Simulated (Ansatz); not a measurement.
# AgF (model cell, started as layered BN type): a soft mode frozen in, part 3 of 3

Which phase does AgF (model cell, started as layered BN type) fall into along its unstable mode, and how much energy does it gain?

Ansatz 0.2.0; DFT PBEsol, scalar-relativistic, plane waves, PAW.

So far. Step 4 (The mode frozen in, largest atomic shift 0.14 Å): The run ends at a pressure of -0.45 GPa, with forces up to 0.042 eV/Å. Step 5 (Energy along the mode, all amplitudes (two of the runs …): The lowest of the steps tried is at 0.14 Å, 0.798 meV/atom below the parent; the bottom of the well need not coincide with a step.

The structure was built from a prototype and need not be the compound's stable phase.

### 7. The new phase in its own primitive cell

The relaxed structure is symmetrised, reduced to its primitive cell and relaxed tightly, as its phonons need.

The input, input.yaml:

```yaml
crystal:
  lattice:
    - [5.5444988519, 0.0, 0.0]
    - [0.0, 2.9335691289, 0.0]
    - [0.0, 0.0, 6.8035234537]
  atoms:
    - { symbol: Ag, position: [0.7064095318, 0.25, 0.4343896112] }
    - { symbol: Ag, position: [0.7935904682, 0.75, 0.9343896112] }
    - { symbol: Ag, position: [0.2935904682, 0.75, 0.5656103888] }
    - { symbol: Ag, position: [0.2064095318, 0.25, 0.0656103888] }
    - { symbol: F, position: [0.038280382, 0.75, 0.3085387069] }
    - { symbol: F, position: [0.461719618, 0.25, 0.8085387069] }
    - { symbol: F, position: [0.961719618, 0.25, 0.6914612931] }
    - { symbol: F, position: [0.538280382, 0.75, 0.1914612931] }
kpoints:
  mp_grid: { grid: [6, 10, 6] }
hamiltonian:
  xc: pbesol
scf:
  occupations: { method: methfessel_paxton, width: 0.15 }
output:
  forces: true
  stress: true
  eigenvalues: true
relax:
  adjacent_minimum: "off"
  f_tol: 0.001
  max_steps: 60
  cell: { stress_tol: 0.01 }
```

Started as:

```bash
$ ansatz run input.yaml --threads 4 --pin off --max-ram 7168MiB --backend cpu --events-out ev --progress --plain --runs-dir out
```

Numbers of over 12 decimals in the logs are rounded to 6 here.

The program printed:

```text
[...]
Crystal: 8 atoms, lattice volume = 110.660 Å³
Basis set: ecut = 420 eV, 2181 PW (Γ), exchange–correlation on 80×40×96 points (8 copies of the dense FFT grid, shifted against one another)
Bands: 63, of which v1, the nominal top of the filled ones, is band 52 counted from 1 (51 counted from 0)
Symmetry: 8 space group operations
[...]
k-points: 96 of 360
[...]
atoms:
    - { symbol: Ag, position: [0.706440, 0.25, 0.434649] }
    - { symbol: Ag, position: [0.793560, 0.750000, 0.934649] }
    - { symbol: Ag, position: [0.293560, 0.750000, 0.565351] }
    - { symbol: Ag, position: [0.206440, 0.25, 0.065351] }
    - { symbol: F, position: [0.037831, 0.750000, 0.308328] }
    - { symbol: F, position: [0.462169, 0.25, 0.808328] }
    - { symbol: F, position: [0.962169, 0.25, 0.691672] }
    - { symbol: F, position: [0.537831, 0.750000, 0.191672] }
[key lines of the parts left out:]
SCF converged after 6 iterations
Free energy (F): -33286.479264 eV
Fermi energy:    10.012444 eV
P = ⅓ Tr σ = 0.0012 GPa (0.012 kbar)
```

It took 50 s on 4 threads of Arm Neoverse V2, shared host; peak memory 0.78 GiB; 3.2 min of CPU time.

Step by step:

```csv
step,energy less that of the first step (eV),largest force component (eV/Å),pressure (GPa),volume (Å³)
1,0.0000,0.0006,0.00,110.66
2,0.0000,0.0006,0.00,110.66
3,0.0000,0.0007,0.00,110.65
4,0.0000,0.0006,-0.01,110.67
5,-0.0001,0.0006,0.00,110.64
6*,-0.0001,0.0005,0.00,110.64
```

Relaxation steps marked * repeat the geometry before them on a plane-wave basis chosen anew for their cell, so energy and pressure can jump there.

Forces are held to the 8 operations that the run works with; a distortion that breaks them can't arise in this run.

```csv
"conventional cell, symmetrised",before,after,change
a (Å),5.544,5.550,+0.1 %
b (Å),2.934,2.934,+0.0 %
c (Å),6.804,6.795,-0.1 %
volume (Å³/atom),13.83,13.83,-0.0 %
```

Numbers from this step:

```
pressure           : 0.001193 GPa
gap on the k-mesh  : 0.03734 eV
direct gap on mesh : 0.3934 eV
```

The largest force component left is 0.54 meV/Å and the pressure is 0.001 GPa, within the tolerances set. The cell now holds 13.83 Å³/atom.

### 8. Modes of the new phase, k-mesh 6×10×6

A relaxed structure may still be a saddle point, so its zone-centre modes are computed. No field response is asked, and the gap on the mesh is small against the smearing.

The input, input.yaml:

```yaml
crystal:
  lattice:
    - [5.5498596293, 0.0, 0.0]
    - [0.0, 2.9339519958, 0.0]
    - [0.0, 0.0, 6.7949149446]
  atoms:
    - { symbol: Ag, position: [0.7064400071, 0.25, 0.4346485118] }
    - { symbol: Ag, position: [0.7935599929, 0.75, 0.9346485118] }
    - { symbol: Ag, position: [0.2935599929, 0.75, 0.5653514882] }
    - { symbol: Ag, position: [0.2064400071, 0.25, 0.0653514882] }
    - { symbol: F, position: [0.0378306281, 0.75, 0.3083278744] }
    - { symbol: F, position: [0.4621693719, 0.25, 0.8083278744] }
    - { symbol: F, position: [0.9621693719, 0.25, 0.6916721256] }
    - { symbol: F, position: [0.5378306281, 0.75, 0.1916721256] }
kpoints:
  mp_grid: { grid: [6, 10, 6] }
hamiltonian:
  xc: pbesol
scf:
  occupations: { method: methfessel_paxton, width: 0.15 }
output:
  eigenvalues: true
phonons:
  method: dfpt
```

The program printed:

```text
zone centre: on kpoints.mp_grid the ground state, and the responses unless they are solved on pairs of k-points, stand on 120 of the mesh's 360 k-points, reduced under 2 symmetry operations, with k and −k counted as one. Each operation leaves every solved displacement unchanged or reverses it
[...]
Crystal: 8 atoms, lattice volume = 110.642 Å³
Basis set: ecut = 420 eV, 2181 PW (Γ), exchange–correlation on 80×40×96 points (8 copies of the dense FFT grid, shifted against one another)
Bands: 63, of which v1, the nominal top of the filled ones, is band 52 counted from 1 (51 counted from 0)
Symmetry: 8 space group operations
k-points: 120 of 360 (irreducible under 2 space group operations, time reversal used)
[...]
SCF iter   1: F=—  HF=-33286.548288 eV  |F-HF|=—  |Δ(HF+E_count)|=         —  Δρ=1.86e-2  dr2=2.60e-1  ethr=1.77e-3  ⟨swp⟩=5.2  Hψ=23708  notcnv=0  defer=110
[...]
SCF iter  10: F=-33286.479264 eV  HF=-33286.479264 eV  |F-HF|=7.28e-12  |Δ(HF+E_count)|=  2.18e-11  S|Δr|=    0.00e0  Δρ=3.21e-8  dr2=4.28e-13  ethr=1.00e-12  ⟨swp⟩=10.0  Hψ=35830  notcnv=0
SCF 1 converged in 10 iterations: F = -33286.479264 eV  dr2 = 4.28e-13
[...]
DFPT response loops at Γ: preconditioner auto → Kerker (q_TF=auto, 2.700 Å⁻¹) (partly filled bands, converged f_vac=0.028); β = 1.00, the filter's whole step (`scf.mixing.beta` (0.50) is not read by the response loops under this deck's `scf.mixing.preconditioner`; to damp them name `kerker` or `kerker_dos`, under which they read `scf.mixing.beta`, and type it under 1.00, their step now; both keys bind the ground state too); Broyden in place of MSR1
SCF converged after 10 iterations
[...]
Free energy (F): -33286.479264 eV
[...]
Internal energy: -33286.495296 eV  (E = F + TS)
E sigma→0 (E₀):  -33286.483272 eV
Entropy (-TS):   0.016031 eV (2.004 meV/atom)
Fermi energy:    10.012444 eV
[...]
--- Band table (eV; the first three rows and the last of 120) ---
  k-point 0: bands = [... 48 lower, 9.3468, 9.5880, 9.6008, 9.6382, 10.0316, 12.7923, 15.0257, 16.3164, ... 7 higher]
  k-point 1: bands = [... 48 lower, 9.3670, 9.5376, 9.5780, 9.5939, 10.1896, 12.5880, 15.0732, 16.3020, ... 7 higher]
  k-point 2: bands = [... 48 lower, 9.4189, 9.4210, 9.4300, 9.5504, 10.6423, 12.0212, 15.3951, 16.2222, ... 7 higher]
  k-point 119: bands = [... 48 lower, 9.6596, 9.6596, 9.6596, 9.6596, 15.5644, 15.5644, 15.5644, 15.5644, ... 7 higher]
--- Phonons (Γ-DFPT): 6 representative perturbations + reference, on 120 of 360 k-points (Σ response iterations 22) ---
  k mesh reduced under 2 symmetry operations, with k and −k counted as one. Each operation leaves every solved displacement unchanged or reverses it
  ASR residual: 5.605e-5 → 0.000e0 eV/Å²; symmetrization residual: 4.909e-6 eV/Å²
  ASR residual per site (eV/Å²): 6.44e-6 6.44e-6 6.44e-6 6.44e-6 5.61e-5 5.61e-5 5.61e-5 5.61e-5
  Γ frequencies (cm⁻¹): -57.05 -13.00 0.00 0.00 0.00 51.32 58.12 58.95 62.65 75.81 83.82 93.31 117.23 118.92 136.19 156.39 158.11 183.66 220.80 264.89 267.64 286.68 289.83 340.45
  non-analytic LO–TO correction: not included (Born effective charges unavailable; polar crystals: no LO–TO splitting at Γ)
```

Elapsed: 2.5 min, on 4 threads; peak memory 2.3 GiB.

Numbers from this step:

```yaml
sum_rule_residual_before_enforcement: 5.61e-5 eV/Å²
point_group: mmm
highest_optical_mode_at_the_zone_centre_no_lo_to_term: 340.4 cm⁻¹
lowest_optical_zone_centre_mode: -57.05 cm⁻¹
```

Patterns of degenerate modes are one choice out of their space. Modes at Γ, with each element's share of the kinetic energy (negative means imaginary):

```csv
mode,frequency (cm⁻¹),symmetry,Ag %,F %
1,-57.0,B3g,33,67
2,-13.0,Au,87,13
3,0.0,acoustic,85,15
4,0.0,acoustic,85,15
5,0.0,acoustic,85,15
6,51.3,B1g,90,10
7,58.1,B1u,95,5
8,59.0,Ag,84,16
9,62.6,B2u,15,85
10,75.8,Au,13,87
11,83.8,B3g,67,33
12,93.3,B2g,93,7
13,117.2,B3u,80,20
14,118.9,Ag,87,13
15,136.2,B1g,10,90
16,156.4,Ag,16,84
17,158.1,B2g,96,4
18,183.7,B3u,3,97
19,220.8,B3u,32,68
20,264.9,B2g,9,91
21,267.6,B1u,18,82
22,286.7,B1u,2,98
23,289.8,Ag,13,87
24,340.4,B2g,1,99
```

Displacements in mode 1 (-57.0 cm⁻¹), the largest set to 1:
```
Ag1  0.00 -0.30  0.00
Ag2  0.00 -0.30  0.00
Ag3  0.00  0.30  0.00
Ag4  0.00  0.30  0.00
F5   0.00 -1.00  0.00
F6   0.00 -1.00  0.00
F7   0.00  1.00  0.00
F8   0.00  1.00  0.00
```

Displacements in mode 19 (220.8 cm⁻¹), the largest set to 1:
```
Ag1 -0.18  0.00 -0.24
Ag2 -0.18  0.00  0.24
Ag3 -0.18  0.00 -0.24
Ag4 -0.18  0.00  0.24
F5   1.00  0.00 -0.27
F6   1.00  0.00  0.27
F7   1.00  0.00 -0.27
F8   1.00  0.00  0.27
```

Before it was imposed, the acoustic sum rule was missed by 5.6e-5 eV/Å². Small misses are needed for a sound result but don't prove that mesh and cutoff are converged. The lowest optical mode is imaginary, 57.0i cm⁻¹, so the energy falls along it.

### 9. The phases reached

The phases reached along the modes that were followed are set side by side.

Energies are those of the first relaxation, on the mesh of the frozen mode; space group, volume and gap are those of the last relaxation. Phases, by row:

```
            mode frozen in  space group  energy from parent (meV/atom)  volume (Å³/atom)  gap on mesh (eV)  lowest zone-centre optical mode (cm⁻¹)  largest shift (Å)
                    parent     P6_3/mmc                              0             17.56                 0                                       –                  –
q = (0, -0.5, 0), 26i cm⁻¹         Cmcm                         -78.31             14.07                 0                                   -28.1              0.822
q = (0, -0.5, 0), 24i cm⁻¹         Pnma                         -98.44             13.83             0.037                                     -57               1.76
```

### 10. Results

| Property | Result |
| --- | --- |
| unstable mode of the parent | q = (0, -0.5, 0), 24i cm⁻¹ |
| depth at the lowest point sampled | 0.798 meV/atom |
| largest atomic shift at that point | 0.14 Å |
| space group reached (within 0.01 Å) | Pnma |
| energy gained over the parent (first relaxation, on the mesh of the frozen mode) | 98.4 meV/atom |
| volume per atom, phase reached | 13.8 Å³ |
| gap on the k-mesh, phase reached | 0.0373 eV |
| lowest optical zone-centre mode, phase reached | -57.0 cm⁻¹ |
| highest optical mode at the zone centre (no LO-TO term), phase reached | 340 cm⁻¹ |

**Reading.** Along this mode the structure falls into Pnma, 98.4 meV/atom below the parent. At the parent's cell the well is 0.798 meV/atom deep on the steps tried, with its lowest point at a shift of 0.14 Å. Relaxing atoms and cell changes the gain by +97.64 meV/atom against the lowest step (energies at zero smearing). Most of the total comes from this relaxation. The new phase still has an imaginary mode at the zone centre of its cell, so it is a saddle point on the way to a lower structure. How so shallow a well moves with the k mesh was not tested. Of the 2 patterns followed to their end from this parent, this one reaches the lowest energy. Each path keeps the symmetry of its pattern, so a lower phase may lie along a pattern not tried. The q mesh stands for a supercell only 8.2 Å across, so branches between the solved wavevectors are rough. With no gap, or one that is small against the smearing, the frequencies hang on the k mesh and the smearing, most of all near Kohn anomalies. A semilocal functional can close a gap that the real compound would have, so the metallic treatment may be an artefact of the level. The starting cell was built on a prototype and not taken from a measurement, so the phase need not exist.

[Logs are printed without paths, hosts, clocks, repeated set-up lines and the standing remarks that a program may print on its own settings, such as how far it seeks lower states.]

[Hosts, paths, dates, database ids (printed as entryN), source tags and the programs' standing remarks are cut or masked in the printed files.]
